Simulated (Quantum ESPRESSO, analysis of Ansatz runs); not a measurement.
# Migration in LiTaF6 (R-3): Li_i hop between interstitial places, charge +1 (Quantum ESPRESSO), part 2 of 3

How high is the barrier when Li changes place in LiTaF6 (R-3)? The case: Li_i hop between interstitial places, charge +1, in a cell of 64 host atoms with 1 Li put in.

Quantum ESPRESSO 7.5; Quantum ESPRESSO plane-wave DFT, PBEsol, GBRV 1.5 PBEsol potentials; nudged elastic band between two relaxed defect structures at fixed charge in a uniform background.

So far: The structure; Relaxation of the start point, charge +1.

### 3. Relaxation of the end point, charge +1

Level of this step: Quantum ESPRESSO plane-wave DFT, PBEsol, GBRV 1.5 PBEsol potentials; relaxation of all atoms of a defect supercell at fixed charge in a uniform background (Quantum ESPRESSO).

The end point is relaxed in the same cell and settings, so that the two energies compare. Atoms more than 3.2 Å from the middle of the hop start where the first relaxation left them, the nearer ones on or close to their ideal places, with small random displacements.

Input file pw.in:

```
&CONTROL
  calculation = 'relax'
  prefix = 'pwscf'
  outdir = './tmp'
  pseudo_dir = './pseudo'
  tprnfor = .true.
  disk_io = 'low'
  nstep = 70
  forc_conv_thr = 0.0012
  etot_conv_thr = 0.0001
/
&SYSTEM
  ibrav = 0
  nat = 65
  ntyp = 3
  ecutwfc = 40
  ecutrho = 324
  nbnd = 237
  occupations = 'fixed'
  tot_charge = 1
  nosym = .true.
/
&ELECTRONS
  conv_thr = 6d-08
  electron_maxstep = 100
  mixing_beta = 0.5
/
&IONS
  ion_dynamics = 'bfgs'
/
ATOMIC_SPECIES
Li     6.9400 li_pbesol_v1.4.uspp.F.UPF
Ta   180.9479 ta_pbesol_v1.uspp.F.UPF
F     18.9984 f_pbesol_v1.4.uspp.F.UPF
CELL_PARAMETERS angstrom
   5.1867002161    2.9945428040    9.0872770907
  -5.1867002161    2.9945428040    9.0872770907
   0.0000000000   -5.9890854080    9.0872770909
ATOMIC_POSITIONS crystal
Li     0.2482680069    0.2480113266    0.2485698776
Ta     0.0001051471    0.0001644052    0.0002761883
[... 10 atom lines left out ...]
F      0.4287452884    0.3306530773    0.6129757278
[... 3 atom lines left out ...]
Li     0.2498732045    0.7489753222    0.2508053997
[... 1 atom line left out ...]
F      0.3246003650    0.6225871245    0.4311737123
[... 1 atom line left out ...]
F      0.4312067197    0.8258981660    0.1225499154
[... 1 atom line left out ...]
F      0.3778246820    0.5703243059    0.1739018818
[... 9 atom lines left out ...]
Li     0.7504583585    0.2499526875    0.2489354777
[... 2 atom lines left out ...]
F      0.6224187007    0.4314645949    0.3257148531
[... 1 atom line left out ...]
F      0.6732382582    0.3788529988    0.0694548325
[... 1 atom line left out ...]
F      0.5692381588    0.1746822880    0.3785527707
[... 9 atom lines left out ...]
Ta     0.5008379284    0.5003681823   -0.0003371306
[... 7 atom lines left out ...]
Ta     0.4990864422    0.5007233469    0.5005712592
[... 6 atom lines left out ...]
Li     0.5973635229    0.5969551806    0.0959553555
K_POINTS gamma
```

Command:

```bash
$ OMP_NUM_THREADS=1 mpirun -n 4 pw.x -in pw.in > pw.out
```

Output:

```text
[shortened: banners, details of potentials and solvers, and blank lines are left out]
[banner, memory and clock lines left out]
     gamma-point specific algorithms are used
     one sub-group per band group will be used
     bravais-lattice index     =            0
     lattice parameter (alat)  =      20.5666  a.u.
     unit-cell volume          =    5714.8296 (a.u.)^3
     number of atoms/cell      =           65
     number of atomic types    =            3
     number of electrons       =       466.00
     number of Kohn-Sham states=          237
     kinetic-energy cutoff     =      40.0000  Ry
     charge density cutoff     =     324.0000  Ry
     scf convergence threshold =      6.0E-08
     mixing beta               =       0.5000
     number of iterations used =            8  plain     mixing
     energy convergence thresh.=      1.0E-04
     force convergence thresh. =      1.2E-03
     Exchange-correlation= SLA  PW   PSX  PSC
                           (   1   4  10   8   0   0   0)
     nstep                     =           70
     crystal axes: (cart. coord. in units of alat)
               a(1) = (   0.476571   0.275148   0.834969 )
               a(2) = (  -0.476571   0.275148   0.834969 )
               a(3) = (   0.000000  -0.550297   0.834969 )
     PseudoPot. # 1 for Li read from file:
     li_pbesol_v1.4.uspp.F.UPF
     Pseudo is Ultrasoft, Zval =  3.0
     PseudoPot. # 2 for Ta read from file:
     ta_pbesol_v1.uspp.F.UPF
     Pseudo is Ultrasoft + core correction, Zval = 13.0
[...]
PseudoPot. # 3 for F  read from file:
     f_pbesol_v1.4.uspp.F.UPF
     Pseudo is Ultrasoft, Zval =  7.0
     atomic species   valence    mass     pseudopotential
     Li                3.00     6.94000     Li( 1.00)
     Ta               13.00   180.94790     Ta( 1.00)
     F                 7.00    18.99840     F ( 1.00)
     No symmetry found
     site n.     atom                  positions (alat units)
         1        Li     tau(   1) = (   0.0001223  -0.0002367   0.6219260  )
         2        Ta     tau(   2) = (  -0.0000282  -0.0000778   0.0004557  )
         3        F      tau(   3) = (   0.0975063  -0.1145962   0.7320802  )
         4        F      tau(   4) = (  -0.1477549  -0.0273457   0.7321795  )
         5        F      tau(   5) = (   0.0494939   0.1415582   0.7316974  )
         6        F      tau(   6) = (  -0.0972818   0.1140963   0.5186345  )
         7        F      tau(   7) = (   0.1476785   0.0270132   0.5184888  )
         8        F      tau(   8) = (  -0.0499624  -0.1413965   0.5185703  )
[...]
number of k points=     1
                       cart. coord. in units 2pi/alat
        k(    1) = (   0.0000000   0.0000000   0.0000000), wk =   2.0000000
     Dense  grid:   281384 G-vectors     FFT dimensions: ( 120, 120, 120)
     Smooth grid:    97751 G-vectors     FFT dimensions: (  90,  90,  90)
     Check: negative core charge=   -0.000002
     starting charge     462.9346, renormalised to     466.0000
     Self-consistent Calculation
     iteration #  1     ecut=    40.00 Ry     beta= 0.50
     total energy              =   -3595.81498329 Ry
     estimated scf accuracy    <      10.94766194 Ry
     iteration #  2     ecut=    40.00 Ry     beta= 0.50
     total energy              =   -3599.04545049 Ry
     estimated scf accuracy    <       4.84390449 Ry
     iteration #  3     ecut=    40.00 Ry     beta= 0.50
     total energy              =   -3599.93628146 Ry
     estimated scf accuracy    <       0.11054392 Ry
[...]
c_bands:  1 eigenvalues not converged
[...]
estimated scf accuracy    <       0.00000821 Ry
     iteration # 10     ecut=    40.00 Ry     beta= 0.50
     total energy              =   -3600.02297679 Ry
     estimated scf accuracy    <       0.00000441 Ry
[... 126 further cycles ...]
     iteration #  7     ecut=    40.00 Ry     beta= 0.50
     total energy              =   -3600.10666299 Ry
     estimated scf accuracy    <          3.2E-09 Ry
     iteration #  8     ecut=    40.00 Ry     beta= 0.50
     End of self-consistent calculation
          k = 0.0000 0.0000 0.0000 ( 12261 PWs)   bands (ev):
   -66.1524 -65.9792 -65.9779 -65.9692 -65.7805 -65.7242 -65.7168 -65.7142
   -40.3424 -39.3798 -39.3766 -39.3748 -39.3351 -39.3256 -39.3209 -39.2728
   -39.1877 -32.8640 -32.8402 -32.8389 -32.6696 -32.6685 -32.6655 -32.6652
   -32.6592 -32.6570 -32.6539 -32.6533 -32.6451 -32.4714 -32.4703 -32.4644
   -32.4171 -32.4129 -32.4108 -32.4074 -32.4060 -32.4050 -32.4009 -32.3991
   -32.3949 -20.2527 -20.0887 -20.0726 -20.0650 -19.9834 -19.9779 -19.8840
   -19.8489 -19.8288 -19.8251 -19.7750 -19.7565 -19.7516 -19.7277 -19.7114
   -19.7052 -19.6359 -19.6337 -19.5970 -19.5876 -19.5832 -19.5497 -19.5324
[...]
highest occupied, lowest unoccupied level (ev):     0.2986    6.4588
!    total energy              =   -3600.10666299 Ry
     estimated scf accuracy    <          1.2E-10 Ry
     The total energy is the sum of the following terms:
     one-electron contribution =   -1954.14381332 Ry
     hartree contribution      =    1163.44058514 Ry
     xc contribution           =    -806.71621410 Ry
     ewald contribution        =   -2002.68722072 Ry
     convergence has been achieved in   8 iterations
     Forces acting on atoms (cartesian axes, Ry/au):
     atom    1 type  1   force =     0.00036830   -0.00024292   -0.00037094
     atom    2 type  2   force =     0.00030182   -0.00021453    0.00030864
     atom    3 type  3   force =     0.00001927    0.00025067   -0.00030683
     atom    4 type  3   force =     0.00011898    0.00023754    0.00008732
     atom    5 type  3   force =     0.00039806   -0.00027619   -0.00066346
     atom    6 type  3   force =     0.00026403    0.00083724   -0.00005716
     atom    7 type  3   force =    -0.00063124   -0.00022592    0.00031094
     atom    8 type  3   force =    -0.00045323    0.00050885    0.00001134
[...]
Total force =     0.006632     Total SCF correction =     0.000029
     Energy error            =      1.1E-04 Ry
     Gradient error          =      1.7E-03 Ry/Bohr
     number of scf cycles    =  16
     number of bfgs steps    =  15
     energy             old  =   -3600.1065505708 Ry
     energy             new  =   -3600.1066629869 Ry
     CASE: energy            _new < energy            _old
     new trust radius        =       0.0061949410 bohr
     new conv_thr            =       0.0000000007 Ry
ATOMIC_POSITIONS (crystal)
Li               0.2452308062        0.2450273283        0.2590979435
Ta               0.0001627707        0.0007935899       -0.0005416652
F                0.3249856913        0.1211931572        0.4312755458
F                0.1229168227        0.4307883373        0.3244814098
F                0.4309764956        0.3215555857        0.1236685243
F                0.1747968368        0.3763803851        0.0704537406
F                0.3761951786        0.0635043981        0.1758530104
F                0.0675036812        0.1745247915        0.3786299547
[...]
Check: negative core charge=   -0.000002
     Self-consistent Calculation
     iteration #  1     ecut=    40.00 Ry     beta= 0.50
     total energy              =   -3600.10671232 Ry
     estimated scf accuracy    <       0.00002232 Ry
     iteration #  2     ecut=    40.00 Ry     beta= 0.50
     total energy              =   -3600.10671428 Ry
     estimated scf accuracy    <       0.00000395 Ry
     iteration #  3     ecut=    40.00 Ry     beta= 0.50
     total energy              =   -3600.10671487 Ry
     estimated scf accuracy    <       0.00000072 Ry
[...]
estimated scf accuracy    <       0.00000002 Ry
     iteration #  6     ecut=    40.00 Ry     beta= 0.50
     total energy              =   -3600.10671499 Ry
     estimated scf accuracy    <          1.6E-09 Ry
     iteration #  7     ecut=    40.00 Ry     beta= 0.50
     total energy              =   -3600.10671499 Ry
     estimated scf accuracy    <          8.8E-10 Ry
     iteration #  8     ecut=    40.00 Ry     beta= 0.50
     End of self-consistent calculation
          k = 0.0000 0.0000 0.0000 ( 12261 PWs)   bands (ev):
   -66.1577 -65.9780 -65.9747 -65.9701 -65.7785 -65.7218 -65.7167 -65.7146
   -40.3508 -39.3820 -39.3815 -39.3785 -39.3304 -39.3240 -39.3212 -39.2714
   -39.1869 -32.8683 -32.8443 -32.8431 -32.6725 -32.6678 -32.6644 -32.6634
   -32.6608 -32.6569 -32.6526 -32.6494 -32.6451 -32.4687 -32.4681 -32.4621
   -32.4159 -32.4109 -32.4091 -32.4079 -32.4050 -32.4035 -32.4017 -32.3981
   -32.3955 -20.2555 -20.0937 -20.0790 -20.0735 -19.9858 -19.9822 -19.8855
   -19.8471 -19.8276 -19.8233 -19.7740 -19.7554 -19.7508 -19.7240 -19.7089
   -19.7039 -19.6324 -19.6314 -19.5958 -19.5864 -19.5814 -19.5484 -19.5299
[...]
highest occupied, lowest unoccupied level (ev):     0.2993    6.4537
!    total energy              =   -3600.10671499 Ry
     estimated scf accuracy    <          5.9E-11 Ry
     The total energy is the sum of the following terms:
     one-electron contribution =   -1954.19152158 Ry
     hartree contribution      =    1163.46377340 Ry
     xc contribution           =    -806.71686964 Ry
     ewald contribution        =   -2002.66209716 Ry
     convergence has been achieved in   8 iterations
     Forces acting on atoms (cartesian axes, Ry/au):
     atom    1 type  1   force =     0.00029411   -0.00035117   -0.00034363
     atom    2 type  2   force =    -0.00012835    0.00019209   -0.00018647
     atom    3 type  3   force =     0.00015143    0.00021832   -0.00017357
     atom    4 type  3   force =     0.00020154    0.00039857   -0.00012001
     atom    5 type  3   force =     0.00019703    0.00021302   -0.00030833
     atom    6 type  3   force =     0.00081967    0.00073506    0.00037843
     atom    7 type  3   force =    -0.00036641    0.00016979    0.00010553
     atom    8 type  3   force =    -0.00033181    0.00031959   -0.00018173
[...]
Total force =     0.005057     Total SCF correction =     0.000020
     Energy error            =      5.2E-05 Ry
     Gradient error          =      9.9E-04 Ry/Bohr
     bfgs converged in  17 scf cycles and  16 bfgs steps
     (criteria: energy <  1.0E-04 Ry, force <  1.2E-03 Ry/Bohr)
     End of BFGS Geometry Optimization
     Final energy             =   -3600.1067149898 Ry
Begin final coordinates
ATOMIC_POSITIONS (crystal)
Li               0.2452308062        0.2450273283        0.2590979435
Ta               0.0001627707        0.0007935899       -0.0005416652
F                0.3249856913        0.1211931572        0.4312755458
F                0.1229168227        0.4307883373        0.3244814098
F                0.4309764956        0.3215555857        0.1236685243
F                0.1747968368        0.3763803851        0.0704537406
F                0.3761951786        0.0635043981        0.1758530104
F                0.0675036812        0.1745247915        0.3786299547
[...]
End final coordinates
```

Wall time 10 min (4 MPI ranks of Arm Neoverse V2, shared host); peak memory 2.2 GiB; 42 min of CPU time.

Step by step:

```
step  energy less that of the first step (eV)
   0                                   0.0000
   1                                  -0.4948
   2                                  -0.7152
   3                                  -0.8658
   4                                  -0.9877
   5                                  -1.0357
   6                                  -1.0640
   7                                  -1.0795
   8                                  -1.0963
   9                                  -1.1136
  10                                  -1.1246
  11                                  -1.1290
  12                                  -1.1316
  13                                  -1.1345
  14                                  -1.1371
  15                                  -1.1386
  16                                  -1.1393
```

The atoms that moved most (Å):

```
atom      dx      dy      dz  length
Li65  -0.003  -0.007   0.240   0.240
 F21   0.186   0.051  -0.009   0.193
 F36  -0.137   0.131  -0.004   0.190
 F59  -0.056  -0.180  -0.005   0.189
 F14  -0.051  -0.151  -0.001   0.159
 Li9  -0.004   0.110  -0.081   0.137
Li57   0.007   0.092  -0.081   0.123
Ta50  -0.003  -0.009  -0.106   0.106
```

Neighbours of Li65 at the end:

```
atom  distance (Å)
 F21         1.946
 F59         1.946
 F36         1.950
 F64         2.273
 F23         2.274
 F38         2.280
Ta50         2.975
Li17         3.149
Li57         3.150
Li33         3.152
 F37         3.182
 F60         3.185
 F19         3.188
```

Read from the output:

```yaml
highest_filled_level: 0.2993 eV
lowest_empty_level: 6.454 eV
r_m_s_move_of_the_farther_half_of_the_atoms: 0.03752 Å
largest_move_from_the_ideal_geometry_of_this_structure_a_common_shift_of_the_far_atoms_taken_out: 0.2384 Å
```

The relaxation gained 1.139 eV and ended with a largest force component of 0.025 eV/Å. The end lies within 1 meV of the start.

[end of part 2 of 3]

[Logs are printed without paths, hosts, clocks, repeated set-up lines and the standing remarks that a program may print on its own settings, such as how far it seeks lower states.]

[Hosts, paths, dates, database ids (printed as entryN), source tags and the programs' standing remarks are cut or masked in the printed files.]
